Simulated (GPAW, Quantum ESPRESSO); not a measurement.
Consider TiNCl (Pmmn).

```
Ti Cl N
1.0
     3.25800    0.00000    0.00000
     0.00000    3.93700    0.00000
     0.00000    0.00000    7.80300
Ti Cl N
2 2 2
Direct
  0.50000 0.00000 0.90000
  0.00000 0.50000 0.10000
  0.00000 0.00000 0.67000
  0.50000 0.50000 0.33000
  0.00000 0.00000 0.05000
  0.50000 0.50000 0.95000
```

Absorber: atom 1, with 4 N at 2.01 Å and 2 Cl at 2.42 Å (distorted octahedral, site symmetry mm2). Method: GPAW, LDA, full core hole (charged cell), 24-atom cell with 7.6 Å between holes, 4×4×4 k points, dipole transitions, Gaussian full width 0.9 eV up to 4 eV, rising linearly to 3.5 eV at 25 eV.

**Question.** What does the Ti L₃ edge look like?

Main maxima up to 30 eV above the zero (height): 0.4 eV (9.87) and 3.2 eV (3.30). At an L edge the dipole rule selects empty d (and weakly s) states on the absorber, and the strong line at the onset measures the empty part of its d band. 2p–3d multiplets, which reshape such L edges, aren't in a one-electron spectrum. The total-energy difference plus the lowest empty eigenvalue puts the zero at 456.47 eV. Two terms are added: -1.48 eV, since the hole is spin-paired here and a spin-polarised one costs that much less in the free atom (computed apart); −2.13 eV, a third of the tabulated L₂–L₃ splitting, since the scalar-relativistic hole is their mean. The photon energy is then 452.86 eV. The tabulated edge of the element is 453.8 eV. The functional and the charged cell's background leave an error of a few eV in such absolute values.

The Ti L₃ spectrum (energy from the lowest empty level; intensity scaled to a mean of 1 over the first 20 eV; polarised curves are means over the symmetry-equivalent atoms):

```csv
E (eV),isotropic,ε ∥ x,ε ∥ y,ε ∥ z
-2.0,0.00,0.00,0.00,0.00
-1.0,0.02,0.02,0.03,0.02
0.0,6.06,5.03,6.27,6.87
1.0,4.34,4.70,3.92,4.38
2.0,2.21,2.82,1.67,2.15
3.0,3.01,3.44,2.84,2.76
4.0,1.53,1.16,2.64,0.78
5.0,0.34,0.30,0.45,0.27
6.0,0.18,0.12,0.30,0.11
7.0,0.03,0.03,0.03,0.04
8.0,0.12,0.10,0.11,0.14
9.0,0.23,0.22,0.21,0.25
10.0,0.27,0.26,0.22,0.34
11.0,0.32,0.32,0.22,0.40
12.0,0.37,0.43,0.23,0.44
13.0,0.35,0.41,0.23,0.43
14.0,0.28,0.28,0.20,0.37
15.0,0.24,0.21,0.18,0.32
16.0,0.22,0.20,0.20,0.27
17.0,0.25,0.23,0.28,0.25
18.0,0.29,0.26,0.33,0.27
19.0,0.30,0.29,0.34,0.27
20.0,0.31,0.31,0.34,0.27
21.0,0.31,0.33,0.34,0.27
22.0,0.31,0.32,0.34,0.28
23.0,0.30,0.31,0.31,0.28
24.0,0.29,0.30,0.28,0.28
25.0,0.28,0.29,0.26,0.28
26.0,0.28,0.29,0.26,0.28
27.0,0.28,0.28,0.27,0.29
28.0,0.29,0.28,0.28,0.30
29.0,0.29,0.28,0.28,0.31
30.0,0.28,0.28,0.26,0.31
31.0,0.29,0.29,0.26,0.32
32.0,0.30,0.30,0.28,0.33
```

One-electron theory leaves out the 2p–3d multiplets that shape measured L edges of 3d elements, and the L₂ edge isn't added. The mesh is coarse (0.25 Å⁻¹ between points), so small maxima may be mesh ripples. The structure is a published determination, not relaxed.

[Banner, clock and machine lines of the logs are left out without a mark of their own.]

[Logs are printed without paths, hosts, clocks, repeated set-up lines and the standing remarks that a program may print on its own settings, such as how far it seeks lower states.]

[Hosts, paths, dates, database ids (printed as entryN), source tags and the programs' standing remarks are cut or masked in the printed files.]

[Lists of maxima count a maximum above −3 eV only where it reaches 4 % of the highest in the window and stands out from its surroundings by 2 % of it (1.5 % where it reaches 55 %); shoulders and weaker maxima are passed over, and of the rest the first, up to two pre-edge ones and the few strongest are named.]
